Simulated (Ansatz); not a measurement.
# NaSe (Fm-3m): Grüneisen parameters

Aim: how the phonons of NaSe (Fm-3m) shift with volume, and the thermal expansion that follows.

Calculated with Ansatz 0.2.0; DFT PBEsol, scalar-relativistic, plane waves, PAW; PAW set soft_1.

Most raw output is cut from this account.

### 1. The starting structure

It takes space group Fm-3m (No. 225, cubic). Conventional cell: a = 5.870 Å, b = 5.870 Å, c = 5.870 Å, α = 90.00°, β = 90.00°, γ = 90.00°. Nearest to Na lie 6 Se at 2.94 Å. Nearest to Se lie 6 Na at 2.94 Å. Farther neighbours and most contacts between anions are not listed.

### 2. The dispersion

The cell comes from relaxations at this level that are not shown. Stability and thermal properties need the whole zone. Linear response on a 4×4×4 q mesh gives force constants as far as a supercell of that size would.

input.yaml

```yaml
crystal:
  lattice:
    - [0.0, 2.9350371074, 2.9350371074]
    - [2.9350371074, 0.0, 2.9350371074]
    - [2.9350371074, 2.9350371074, 0.0]
  atoms:
    - { symbol: Na, position: [0.0, 0.0, 0.0] }
    - { symbol: Se, position: [0.5, 0.5, 0.5], spin: 0.74 }
kpoints:
  mp_grid: { grid: [12, 12, 12] }
hamiltonian:
  xc: pbesol
  pseudopotentials: { kind: paw, azcp: { folder: soft_1 }, xc_functional: pbe }
scf:
  occupations: { method: gaussian, width: 0.15 }
output:
  eigenvalues: true
  populations: true
magnetization:
  spin_polarized: true
phonons:
  method: dfpt
  qmesh: [4, 4, 4]
  temperatures: { t_max: 1000, t_step: 50 }
  qpath:
    path:
      - [[0.0, 0.0, 0.0], [0.5, 0.0, 0.5], [0.625, 0.25, 0.625]]
      - [[0.375, 0.375, 0.75], [0.0, 0.0, 0.0], [0.5, 0.5, 0.5], [0.5, 0.25, 0.75], [0.5, 0.0, 0.5]]
    npoints: 10
```

Launch:

```bash
ansatz run input.yaml --threads 4 --pin off --max-ram 10240MiB --backend cpu --events-out ev --progress --plain --runs-dir out
```

Elapsed: 11 min, on 4 threads of Arm Neoverse V1, shared host; peak memory 5.7 GiB; 42 min of CPU time.

Numbers from this step:

```
magnetization                                           : 0.9142 μB
absolute magnetization                                  : 0.9188 μB
site moments                                            : 0.01768, 0.6748 μB
volume per atom                                         : 25.28 Å³
gap on the k-mesh                                       : 0 eV
sum-rule residual before enforcement                    : 5.52e-5 eV/Å²
lowest frequency on the path                            : -54.83 cm⁻¹
point group                                             : m-3m
highest frequency on the path or at a solved wavevector : 183.3 cm⁻¹
highest optical mode at the zone centre (no LO-TO term) : 171.1 cm⁻¹
lowest optical zone-centre mode                         : 171.1 cm⁻¹
lowest mode on the q mesh (acoustic modes at Γ apart)   : -54.48 cm⁻¹
```

Frequencies (cm⁻¹) solved at each irreducible wavevector; negative means imaginary. Frequencies by wavevector, by row:

| q in reciprocal lattice units | star | mode 1 | mode 2 | mode 3 | mode 4 | mode 5 | mode 6 |
| --- | --- | --- | --- | --- | --- | --- | --- |
| 0 0 0 | 1 | 0 | 0 | 0 | 171.1 | 171.1 | 171.1 |
| 0 0 0.25 | 8 | 41.9 | 45.5 | 45.5 | 159.4 | 160.5 | 160.5 |
| 0 0 -0.5 | 4 | 72.7 | 72.7 | 75 | 145.6 | 145.6 | 146 |
| 0 0.25 0.25 | 6 | -39.2 | -39.2 | 65.9 | 149.4 | 173.9 | 173.9 |
| 0 0.25 -0.5 | 24 | -34 | 28.6 | 37.4 | 162.7 | 164.8 | 170 |
| 0 0.25 -0.25 | 12 | -54.5 | 67.8 | 68.1 | 146.1 | 147.5 | 177 |
| 0 -0.5 -0.5 | 3 | -32.1 | -32.1 | -30.2 | 176.2 | 176.2 | 183.3 |
| 0.25 -0.5 -0.25 | 6 | -45.2 | -45.2 | 44.8 | 147.3 | 179.6 | 179.6 |

Symmetry leaves 8 wavevectors to solve. The lowest mode among them, the acoustic zeros apart, lies at q = (0, 0.25, -0.25) and is imaginary, 54.5i cm⁻¹, so the energy falls along it.

### 3. Relaxing at another volume, volume ratio 0.97

The volume is scaled by 0.97 and held; symmetry leaves nothing to relax, so this is a single point. The modes can then be followed against volume.

input.yaml, the sections that differ from step 2:

```yaml
crystal:
  lattice:
    - [0.0, 2.9053882409, 2.9053882409]
    - [2.9053882409, 0.0, 2.9053882409]
    - [2.9053882409, 2.9053882409, 0.0]
  atoms:
    - { symbol: Na, position: [0.0, 0.0, 0.0] }
    - { symbol: Se, position: [0.5, 0.5, 0.5], spin: 0.74 }
output:
  forces: true
  stress: true
  eigenvalues: true
  populations: true
# kpoints, hamiltonian, scf, magnetization: as in step 2
# phonons: removed
```

Wall time 3.7 s (4 threads); peak memory 0.39 GiB.

This step gave:

```
magnetization          : 0.8688 μB
absolute magnetization : 0.8728 μB
site moments           : 0.01772, 0.6346 μB
pressure               : 0.7218 GPa
volume per atom        : 24.53 Å³
```

The cell carries a net spin moment of 0.87 μB and an absolute one of 0.87 μB.

### 4. Phonons at the other volume, volume ratio 0.97

The phonons are repeated at this volume on the same k and q meshes.

input.yaml, the sections that differ from step 3:

```yaml
crystal:
  lattice:
    - [0.0, 2.9053882409, 2.9053882409]
    - [2.9053882409, 0.0, 2.9053882409]
    - [2.9053882409, 2.9053882409, 0.0]
  atoms:
    - { symbol: Na, position: [0.0, 0.0, 0.0] }
    - { symbol: Se, position: [0.5, 0.5, 0.5], spin: 0.7 }
output:
  eigenvalues: true
  populations: true
phonons:
  method: dfpt
  qmesh: [4, 4, 4]
  temperatures: { t_max: 1000, t_step: 50 }
  qpath:
    path:
      - [[0.0, 0.0, 0.0], [0.5, 0.0, 0.5], [0.625, 0.25, 0.625]]
      - [[0.375, 0.375, 0.75], [0.0, 0.0, 0.0], [0.5, 0.5, 0.5], [0.5, 0.25, 0.75], [0.5, 0.0, 0.5]]
    npoints: 10
# kpoints, hamiltonian, scf, magnetization: as in step 3
```

Elapsed: 10 min, on 4 threads; peak memory 5.5 GiB.

Numbers from this step:

```
magnetization                                           : 0.8687 μB
sum-rule residual before enforcement                    : 1.90e-5 eV/Å²
lowest frequency on the path                            : -58.40 cm⁻¹
highest frequency on the path or at a solved wavevector : 194.9 cm⁻¹
highest optical mode at the zone centre (no LO-TO term) : 181.2 cm⁻¹
lowest optical zone-centre mode                         : 181.2 cm⁻¹
lowest mode on the q mesh (acoustic modes at Γ apart)   : -57.94 cm⁻¹
```

Frequencies (cm⁻¹) solved at each irreducible wavevector; negative means imaginary. Frequencies by wavevector, by row:

| q in reciprocal lattice units | star | mode 1 | mode 2 | mode 3 | mode 4 | mode 5 | mode 6 |
| --- | --- | --- | --- | --- | --- | --- | --- |
| 0 0 0 | 1 | 0 | 0 | 0 | 181.2 | 181.2 | 181.2 |
| 0 0 0.25 | 8 | 44.4 | 49 | 49 | 169.5 | 170.3 | 170.3 |
| 0 0 -0.5 | 4 | 78.3 | 78.3 | 79.5 | 154.9 | 154.9 | 155.7 |
| 0 0.25 0.25 | 6 | -41.6 | -41.6 | 70.3 | 159.1 | 184.4 | 184.4 |
| 0 0.25 -0.5 | 24 | -34.3 | 31.8 | 37.7 | 173.1 | 175 | 180.8 |
| 0 0.25 -0.25 | 12 | -57.9 | 73 | 73.3 | 155.7 | 157.1 | 187.9 |
| 0 -0.5 -0.5 | 3 | -37.5 | -35 | -35 | 187.1 | 187.1 | 194.9 |
| 0.25 -0.5 -0.25 | 6 | -49.5 | -49.5 | 52.1 | 156.7 | 190.8 | 190.8 |

The highest optical mode at the zone centre (no LO-TO term) is 181.2 cm⁻¹, +10.2 cm⁻¹ against the base run.

### 5. Relaxing at another volume, volume ratio 1.03

The volume is scaled by 1.03 and held; symmetry leaves nothing to relax, so this is a single point. The modes can then be followed against volume.

input.yaml, the sections that differ from step 4:

```yaml
crystal:
  lattice:
    - [0.0, 2.9640987708, 2.9640987708]
    - [2.9640987708, 0.0, 2.9640987708]
    - [2.9640987708, 2.9640987708, 0.0]
  atoms:
    - { symbol: Na, position: [0.0, 0.0, 0.0] }
    - { symbol: Se, position: [0.5, 0.5, 0.5], spin: 0.74 }
output:
  forces: true
  stress: true
  eigenvalues: true
  populations: true
# kpoints, hamiltonian, scf, magnetization: as in step 4
# phonons: removed
```

Run time: 2.7 s. Hardware: 4 threads; peak memory 0.4 GiB.

Numbers from this step:

```yaml
magnetization: 0.9448 μB
absolute_magnetization: 0.9498 μB
site_moments: 0.01730, 0.7044 μB
pressure: -0.6358 GPa
volume_per_atom: 26.04 Å³
```

The cell carries a net spin moment of 0.94 μB and an absolute one of 0.95 μB.

### 6. Phonons at the other volume, volume ratio 1.03

input.yaml, the sections that differ from step 5:

```yaml
crystal:
  lattice:
    - [0.0, 2.9640987708, 2.9640987708]
    - [2.9640987708, 0.0, 2.9640987708]
    - [2.9640987708, 2.9640987708, 0.0]
  atoms:
    - { symbol: Na, position: [0.0, 0.0, 0.0] }
    - { symbol: Se, position: [0.5, 0.5, 0.5], spin: 0.77 }
output:
  eigenvalues: true
  populations: true
phonons:
  method: dfpt
  qmesh: [4, 4, 4]
  temperatures: { t_max: 1000, t_step: 50 }
  qpath:
    path:
      - [[0.0, 0.0, 0.0], [0.5, 0.0, 0.5], [0.625, 0.25, 0.625]]
      - [[0.375, 0.375, 0.75], [0.0, 0.0, 0.0], [0.5, 0.5, 0.5], [0.5, 0.25, 0.75], [0.5, 0.0, 0.5]]
    npoints: 10
# kpoints, hamiltonian, scf, magnetization: as in step 5
```

It took 9.8 min on 4 threads; peak memory 5.8 GiB; 38 min of CPU time.

This step gave:

```
site moments                                            : 0.01729, 0.7044 μB
sum-rule residual before enforcement                    : 7.58e-6 eV/Å²
lowest frequency on the path                            : -51.64 cm⁻¹
highest frequency on the path or at a solved wavevector : 172.3 cm⁻¹
highest optical mode at the zone centre (no LO-TO term) : 161.5 cm⁻¹
lowest optical zone-centre mode                         : 161.5 cm⁻¹
lowest mode on the q mesh (acoustic modes at Γ apart)   : -51.4 cm⁻¹
```

The highest optical mode at the zone centre (no LO-TO term) is 161.5 cm⁻¹, -9.6 cm⁻¹ against the base run.

### 7. Grüneisen parameters

The Grüneisen parameter of a mode is minus the logarithmic change of its frequency with volume, −d ln ω / d ln V; weighted by heat capacity it gives the expansion.

This step gave:

```
bulk modulus : 22.6 GPa
```

Phonon branches along the path, in cm⁻¹:

| point | branch 1 | branch 2 | branch 3 | branch 4 | branch 5 | branch 6 |
| --- | --- | --- | --- | --- | --- | --- |
| Γ | 0 | 0 | 0 | 171 | 171 | 171 |
| halfway | -39 | -39 | 66 | 149 | 174 | 174 |
| X | -32 | -32 | -30 | 176 | 176 | 183 |
| halfway | -36 | -32 | -25 | 173 | 173 | 183 |
| U | -46 | -14 | 26 | 164 | 166 | 181 |
| jump to K | -46 | -14 | 26 | 164 | 166 | 181 |
| halfway | -49 | 66 | 67 | 149 | 150 | 175 |
| Γ | 0 | 0 | 0 | 171 | 171 | 171 |
| halfway | 42 | 46 | 46 | 159 | 160 | 160 |
| L | 73 | 73 | 75 | 146 | 146 | 146 |
| halfway | -27 | 33 | 63 | 146 | 166 | 168 |
| W | -45 | -45 | 45 | 147 | 180 | 180 |
| halfway | -39 | -38 | 12 | 164 | 177 | 182 |
| X | -32 | -32 | -30 | 176 | 176 | 183 |

The same for volume x 0.97:

| point | branch 1 | branch 2 | branch 3 | branch 4 | branch 5 | branch 6 |
| --- | --- | --- | --- | --- | --- | --- |
| Γ | 0 | 0 | 0 | 181 | 181 | 181 |
| X | -37 | -35 | -35 | 187 | 187 | 195 |
| U | -51 | -12 | 30 | 174 | 176 | 193 |
| K | -51 | -12 | 30 | 174 | 176 | 193 |
| Γ | 0 | 0 | 0 | 181 | 181 | 181 |
| L | 78 | 78 | 80 | 155 | 155 | 156 |
| W | -50 | -50 | 52 | 157 | 191 | 191 |
| X | -37 | -35 | -35 | 187 | 187 | 195 |

The same for volume x 1.03:

| point | branch 1 | branch 2 | branch 3 | branch 4 | branch 5 | branch 6 |
| --- | --- | --- | --- | --- | --- | --- |
| Γ | 0 | 0 | 0 | 162 | 162 | 162 |
| X | -29 | -29 | -22 | 166 | 166 | 172 |
| U | -42 | -16 | 23 | 154 | 156 | 170 |
| K | -42 | -16 | 23 | 154 | 156 | 170 |
| Γ | 0 | 0 | 0 | 162 | 162 | 162 |
| L | 67 | 67 | 71 | 137 | 137 | 137 |
| W | -41 | -41 | 38 | 138 | 169 | 169 |
| X | -29 | -29 | -22 | 166 | 166 | 172 |

### 8. What came out

- bulk modulus: 22.6 GPa

What this shows: No expansion is given, because modes are imaginary at one volume or more. The highest optical mode at Γ goes from 181 to 161 cm⁻¹ as the cell grows, a Grüneisen parameter of 1.92. Branches are matched by rank, so values near crossings are rough. The ferromagnetic order comes from parallel starting moments and need not be the ground state. With no gap, or one that is small against the smearing, the frequencies hang on the k mesh and the smearing, most of all near Kohn anomalies. The PAW files were made for PBE and serve the other functionals too.

[Logs are printed without paths, hosts, clocks, repeated set-up lines and the standing remarks that a program may print on its own settings, such as how far it seeks lower states.]

[Hosts, paths, dates, database ids (printed as entryN), source tags and the programs' standing remarks are cut or masked in the printed files.]
